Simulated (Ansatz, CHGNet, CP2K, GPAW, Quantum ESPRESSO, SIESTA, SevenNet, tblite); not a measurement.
## Running random packing of B86H14 (at. %) (90 atoms) with Quantum ESPRESSO

Aim: run random packing of B86H14 (at. %) (90 atoms) in Quantum ESPRESSO and see how near its forces come to a plane-wave reference, and at what cost.

Main program and level: Quantum ESPRESSO 7.5; the method is named at each step.

## 1. Starting point

The cell holds 90 atoms: 77 B and 13 H. Cell: a = 8.907 Å, b = 8.907 Å, c = 8.907 Å, α = 90.0°, β = 90.0°, γ = 90.0°. 90 atoms (77 B, 13 H) packed at random in a cube at 1.99 g/cm³ and pushed apart as soft spheres; a start for melting by ab initio MD, not an equilibrated structure. Then every atom was moved at random, 0.02 Å r.m.s. a Cartesian component (hydrogen 0.6 of that).

The yardstick, on the same geometry:

- method: Kohn-Sham DFT, PBE, PAW, plane waves (Ansatz 0.2.0); cutoff 420 eV, Γ point, fermi-dirac smearing of 0.05 eV; PAW set soft_2
- r.m.s. force component: 1.085 eV/Å
- longest force: 4.111 eV/Å
- pressure: -14.43 GPa
- SCF cycles: 8
- time: 5.1 s on 4 threads of Arm Neoverse V1, shared host
- CPU time: 19 s

## 2. PBE, sssp-1.3.0-efficiency, 45/360 Ry

Method: Kohn-Sham DFT, PBE, SSSP efficiency 1.3.0 pseudopotentials, plane waves.

pw.in reads:

```
&control
  calculation = 'scf'
  pseudo_dir = './pseudo'
  outdir = './tmp'
  disk_io = 'none'
  tprnfor = .true.
  tstress = .true.
/
&system
  ibrav = 0
  nat = 90
  ntyp = 2
  ecutwfc = 45
  ecutrho = 360
  nosym = .true.
  occupations = 'smearing'
  smearing = 'fd'
  degauss = 0.003675
/
&electrons
  conv_thr = 4.5e-07
  electron_maxstep = 100
  mixing_beta = 0.2
  mixing_mode = 'local-TF'
  diagonalization = 'david'
/
ATOMIC_SPECIES
B 10.810 B.upf
H 1.008 H.upf
CELL_PARAMETERS angstrom
8.90670 0.00000 0.00000
0.00000 8.90670 0.00000
0.00000 0.00000 8.90670
ATOMIC_POSITIONS crystal
B 0.87437 0.09282 0.32188
B 0.69192 0.19356 0.45840
B 0.67230 0.85610 0.20079
B 0.00168 0.35583 0.07496
B 0.71753 0.41737 0.31403
B 0.96148 0.03627 0.92548
B 0.62364 0.43500 0.04737
B 0.74915 0.42924 0.66759
B 0.91034 0.85939 0.00320
B 0.79430 0.35100 0.48530
B 0.97331 0.44534 0.56411
B 0.72119 0.14219 0.03370
B 0.65135 0.15284 0.20110
B 0.68212 0.86810 0.62897
B 0.17321 0.30725 0.70225
B 0.20234 0.18381 0.92077
B 0.78871 0.12731 0.82302
B 0.68369 0.73180 0.39135
B 0.46399 0.49530 0.17479
B 0.73973 0.57080 0.97650
B 0.02443 0.32699 0.85695
B 0.34549 0.72954 0.26159
B 0.12121 0.05246 0.83004
B 0.87231 0.90590 0.75431
B 0.37788 0.63276 0.54994
B 0.22751 0.07430 0.13419
B 0.69667 0.93637 0.40931
B 0.77232 0.82114 0.88962
B 0.85830 0.69676 0.45686
B 0.48465 0.73829 0.43578
B 0.69453 0.34409 0.87107
B 0.60519 0.57194 0.50588
B 0.94225 0.61977 0.08809
B 0.14741 0.64384 0.91966
B 0.87106 0.87945 0.55978
B 0.50735 0.40831 0.46771
B 0.60028 0.99003 0.98963
B 0.13429 0.44133 0.22963
B 0.23287 0.02390 0.34594
B 0.99452 0.62754 0.64861
B 0.78263 0.34228 0.10148
B 0.81434 0.03461 0.64324
B 0.60172 0.09769 0.80137
B 0.82612 0.60002 0.60604
B 0.97129 0.87502 0.18604
B 0.15519 0.51384 0.52508
B 0.32367 0.59984 0.05950
B 0.21001 0.36475 0.08625
B 0.15666 0.81493 0.48991
B 0.46502 0.97124 0.53349
B 0.06065 0.64169 0.27704
B 0.49586 0.82955 0.88572
B 0.59449 0.61898 0.74596
B 0.77706 0.22246 0.65946
B 0.45363 0.38128 0.70624
B 0.25844 0.72418 0.73792
[... 30 atom lines left out ...]
H 0.60684 0.57977 0.29668
H 0.32502 0.91796 0.16765
H 0.87942 0.65397 0.78790
H 0.41812 0.55578 0.39316
K_POINTS gamma
```

Launch:

```bash
$ OMP_NUM_THREADS=1 mpirun -np 2 pw.x -in pw.in > output.txt
```

What it wrote:

```text
Program PWSCF
     gamma-point specific algorithms are used
     Parallelization info
     sticks:   dense  smooth     PW     G-vecs:    dense   smooth      PW
     Min        4054    2023    502               275010    97221   12102
     Max        4055    2026    503               275015    97226   12105
     Sum        8109    4049   1005               550025   194447   24207
     bravais-lattice index     =            0
     lattice parameter (alat)  =      16.8312  a.u.
     unit-cell volume          =    4768.1189 (a.u.)^3
     number of atoms/cell      =           90
     number of atomic types    =            2
     number of electrons       =       244.00
     number of Kohn-Sham states=          146
     kinetic-energy cutoff     =      45.0000  Ry
     charge density cutoff     =     360.0000  Ry
     scf convergence threshold =      4.5E-07
     mixing beta               =       0.2000
     number of iterations used =            8  local-TF  mixing
     Exchange-correlation= PBE
                           (   1   4   3   4   0   0   0)
     crystal axes: (cart. coord. in units of alat)
               a(1) = (   1.000000   0.000000   0.000000 )
               a(2) = (   0.000000   1.000000   0.000000 )
               a(3) = (   0.000000   0.000000   1.000000 )
     reciprocal axes: (cart. coord. in units 2 pi/alat)
               b(1) = (  1.000000  0.000000  0.000000 )
               b(2) = (  0.000000  1.000000  0.000000 )
               b(3) = (  0.000000  0.000000  1.000000 )
     PseudoPot. # 1 for B :
     Pseudo is Ultrasoft + core correction, Zval =  3.0
     PseudoPot. # 2 for H :
     Pseudo is Ultrasoft, Zval =  1.0
     atomic species   valence    mass     pseudopotential
     B                 3.00    10.81000     B ( 1.00)
     H                 1.00     1.00800     H ( 1.00)
     No symmetry found
   Cartesian axes
     number of k points=     1  Fermi-Dirac smearing, width (Ry)=  0.0037
                       cart. coord. in units 2pi/alat
        k(    1) = (   0.0000000   0.0000000   0.0000000), wk =   2.0000000
     Dense  grid:   275013 G-vectors     FFT dimensions: ( 108, 108, 108)
     Smooth grid:    97224 G-vectors     FFT dimensions: (  72,  72,  72)
     Initial potential from superposition of free atoms
     starting charge     243.9782, renormalised to     244.0000
     Starting wfcs are  321 randomized atomic wfcs
     Self-consistent Calculation
     iteration #  1     ecut=    45.00 Ry     beta= 0.20
     total energy              =    -499.01536784 Ry
     estimated scf accuracy    <      10.42556504 Ry
     iteration #  2     ecut=    45.00 Ry     beta= 0.20
     total energy              =    -496.80205538 Ry
     estimated scf accuracy    <       7.05705050 Ry
     iteration #  3     ecut=    45.00 Ry     beta= 0.20
     total energy              =    -497.91313541 Ry
     estimated scf accuracy    <       0.58256663 Ry
     iteration #  4     ecut=    45.00 Ry     beta= 0.20
     total energy              =    -497.92537948 Ry
     estimated scf accuracy    <       0.25743023 Ry
     iteration #  5     ecut=    45.00 Ry     beta= 0.20
     total energy              =    -497.89841950 Ry
     estimated scf accuracy    <       0.25722128 Ry
     iteration #  6     ecut=    45.00 Ry     beta= 0.20
     total energy              =    -497.92375938 Ry
     estimated scf accuracy    <       0.01050077 Ry
     iteration #  7     ecut=    45.00 Ry     beta= 0.20
     total energy              =    -497.92776884 Ry
     estimated scf accuracy    <       0.01614048 Ry
     iteration #  8     ecut=    45.00 Ry     beta= 0.20
     total energy              =    -497.92535996 Ry
     estimated scf accuracy    <       0.01438158 Ry
     iteration #  9     ecut=    45.00 Ry     beta= 0.20
     total energy              =    -497.92636116 Ry
     estimated scf accuracy    <       0.00067740 Ry
     iteration # 10     ecut=    45.00 Ry     beta= 0.20
     total energy              =    -497.92649509 Ry
     estimated scf accuracy    <       0.00022655 Ry
     iteration # 11     ecut=    45.00 Ry     beta= 0.20
     total energy              =    -497.92651109 Ry
     estimated scf accuracy    <       0.00009131 Ry
     iteration # 12     ecut=    45.00 Ry     beta= 0.20
     total energy              =    -497.92650444 Ry
     estimated scf accuracy    <       0.00006750 Ry
     iteration # 13     ecut=    45.00 Ry     beta= 0.20
     total energy              =    -497.92650622 Ry
     estimated scf accuracy    <       0.00001120 Ry
     iteration # 14     ecut=    45.00 Ry     beta= 0.20
     total energy              =    -497.92650778 Ry
     estimated scf accuracy    <       0.00000273 Ry
     iteration # 15     ecut=    45.00 Ry     beta= 0.20
     End of self-consistent calculation
          k = 0.0000 0.0000 0.0000 ( 12104 PWs)   bands (ev):
    -8.1906  -7.4129  -6.8403  -6.3966  -6.2632  -6.1512  -5.7971  -5.5157
    -5.4167  -4.9489  -4.6387  -4.5715  -4.1510  -4.0149  -3.8857  -3.6908
    -3.6553  -3.6280  -3.3257  -3.1508  -2.9846  -2.7916  -2.5126  -2.4605
    -2.2724  -2.0905  -1.9661  -1.7462  -1.5981  -1.4626  -1.3984  -1.2958
    -1.1402  -0.9090  -0.7434  -0.7037  -0.4926  -0.3233  -0.2826  -0.1058
    -0.0726   0.0216   0.0926   0.1365   0.2672   0.4074   0.4826   0.6401
     0.8302   0.8447   0.8584   0.9183   1.0057   1.1217   1.1729   1.2798
     1.3382   1.5252   1.5674   1.7154   1.7417   1.8369   1.9957   2.1391
     2.1854   2.2369   2.4033   2.5061   2.5407   2.6223   2.7207   2.9188
     2.9203   3.0124   3.1437   3.2083   3.3727   3.5050   3.6685   3.7794
     3.8110   3.8418   3.9915   4.1398   4.3229   4.3688   4.4828   4.5994
     4.7203   4.9512   5.0265   5.0428   5.1341   5.1917   5.3842   5.4569
     5.5223   5.5975   5.8085   5.8251   5.9689   6.0330   6.1565   6.2200
     6.2602   6.4085   6.4220   6.5423   6.6357   6.7061   6.7898   6.8412
     6.9441   6.9845   7.0745   7.2072   7.2630   7.3364   7.4492   7.5036
     7.5741   7.6233   7.6271   7.7756   7.7777   7.8723   7.9631   8.0080
     8.1168   8.1938   8.2490   8.2946   8.3534   8.4598   8.4945   8.6233
     8.7830   8.8039   8.9005   8.9414   9.0033   9.0968   9.2449   9.2934
     9.3732   9.4354
     the Fermi energy is     7.6409 ev
!    total energy              =    -497.92650797 Ry
     estimated scf accuracy    <       0.00000035 Ry
     smearing contrib. (-TS)   =      -0.02031287 Ry
     internal energy E=F+TS    =    -497.90619510 Ry
     The total energy is F=E-TS. E is the sum of the following terms:
     one-electron contribution =     129.52649991 Ry
     hartree contribution      =      60.86905246 Ry
     xc contribution           =    -228.63017301 Ry
     ewald contribution        =    -459.67157446 Ry
     convergence has been achieved in  15 iterations
     Forces acting on atoms (cartesian axes, Ry/au):
     atom    1 type  1   force =    -0.02261670   -0.02706932    0.01865669
     atom    2 type  1   force =     0.03107105   -0.03498018    0.00513592
     atom    3 type  1   force =    -0.02471969   -0.00869673    0.03288857
     atom    4 type  1   force =    -0.00567627    0.01329823   -0.02585888
     atom    5 type  1   force =    -0.01090344   -0.03526984   -0.02388627
     atom    6 type  1   force =    -0.05666056   -0.00922933   -0.02317577
     atom    7 type  1   force =    -0.06159348    0.03167278   -0.02862764
     atom    8 type  1   force =    -0.02395120    0.01775283    0.02751606
     atom    9 type  1   force =     0.04236042    0.01864293    0.08600270
     atom   10 type  1   force =     0.06112656    0.02821175    0.00881996
     atom   11 type  1   force =     0.00569077   -0.06674911   -0.07192016
     atom   12 type  1   force =    -0.00245957    0.04121373   -0.03069475
[...]
atom   86 type  2   force =     0.02793578   -0.00924495   -0.02249693
     atom   87 type  2   force =     0.02383442   -0.05564422   -0.04121343
     atom   88 type  2   force =    -0.02238865   -0.01614184    0.02589684
     atom   89 type  2   force =     0.01511443   -0.01007231   -0.05637548
     atom   90 type  2   force =    -0.00893643   -0.02173600   -0.01142469
     Total force =     0.690005     Total SCF correction =     0.000717
     Computing stress (Cartesian axis) and pressure
          total   stress  (Ry/bohr**3)                   (kbar)     P=     -147.17
  -0.00099657  -0.00025862   0.00008755         -146.60      -38.04       12.88
  -0.00025862  -0.00101173  -0.00018654          -38.04     -148.83      -27.44
   0.00008755  -0.00018654  -0.00099301           12.88      -27.44     -146.08
     Message from routine punch:
     Nothing written, as per user request (disk_io='none')
```

The job ended after 53 s (2 MPI ranks of Arm Neoverse V1, shared host; peak memory 1.4 GiB; 1.8 min of CPU time).

Banners, paths, timers and routine set-up lines are dropped from the logs unmarked, and long logs keep their key lines alone; longer cuts are marked.

Against the reference:

```
r.m.s. force component                  : 1.08 eV/Å
r.m.s. difference of force components   : 14.11 meV/Å
longest difference of force vectors     : 65.17 meV/Å
force difference over r.m.s. force      : 1.3 %
slope of forces against the reference's : 0.9948
correlation of force components         : 0.9999
pressure                                : -14.72 GPa
pressure difference                     : -0.2828 GPa
```

Length of the force difference by element (eV/Å):

```
element  atoms    mean    most
      B     77   0.023   0.065
      H     13  0.0046  0.0094
```

Local excerpt of 11 atoms (numbers count through the whole input) about B10, picked at random; x, y, z are measured from there.

```
atom      x      y      z  distance (Å)     Fx     Fy  Fz (eV/Å)
 B10   0.00   0.00   0.00          0.00   1.57   0.73       0.23
  B2  -0.91  -1.40  -0.24          1.69   0.80  -0.90       0.13
  B5  -0.68   0.59  -1.53          1.77  -0.28  -0.91      -0.61
  B8  -0.40   0.70   1.62          1.81  -0.62   0.46       0.71
 B54  -0.15  -1.14   1.55          1.93  -0.71   0.67      -2.39
 B11   1.59   0.84   0.70          1.93   0.15  -1.72      -1.85
 B57   1.61   0.54  -1.26          2.12  -0.79   1.04       1.97
 B71   1.60  -1.04   1.46          2.40   1.28   1.83       0.68
 B44   0.28   2.22   1.08          2.48  -2.03  -3.10       1.67
 B32  -1.68   1.97   0.18          2.60  -0.56   0.59       1.15
 B36  -2.56   0.51  -0.16          2.61  -0.56   0.76       0.40
```

Forces lie 1.3 % from the reference's, at 5.6 times its CPU time (on 2 against 4 cores).

The difference per atom is largest on B (0.023 eV/Å on average, against 0.0046 on H).

[end of part 1 of 2]

[Also dropped from logs without a mark: logging warnings of Python, and SIESTA's first energy breakdown and zero terms.]

[Logs are printed without paths, hosts, clocks, repeated set-up lines and the standing remarks that a program may print on its own settings, such as how far it seeks lower states.]

[Hosts, paths, dates, database ids (printed as entryN), source tags and the programs' standing remarks are cut or masked in the printed files.]
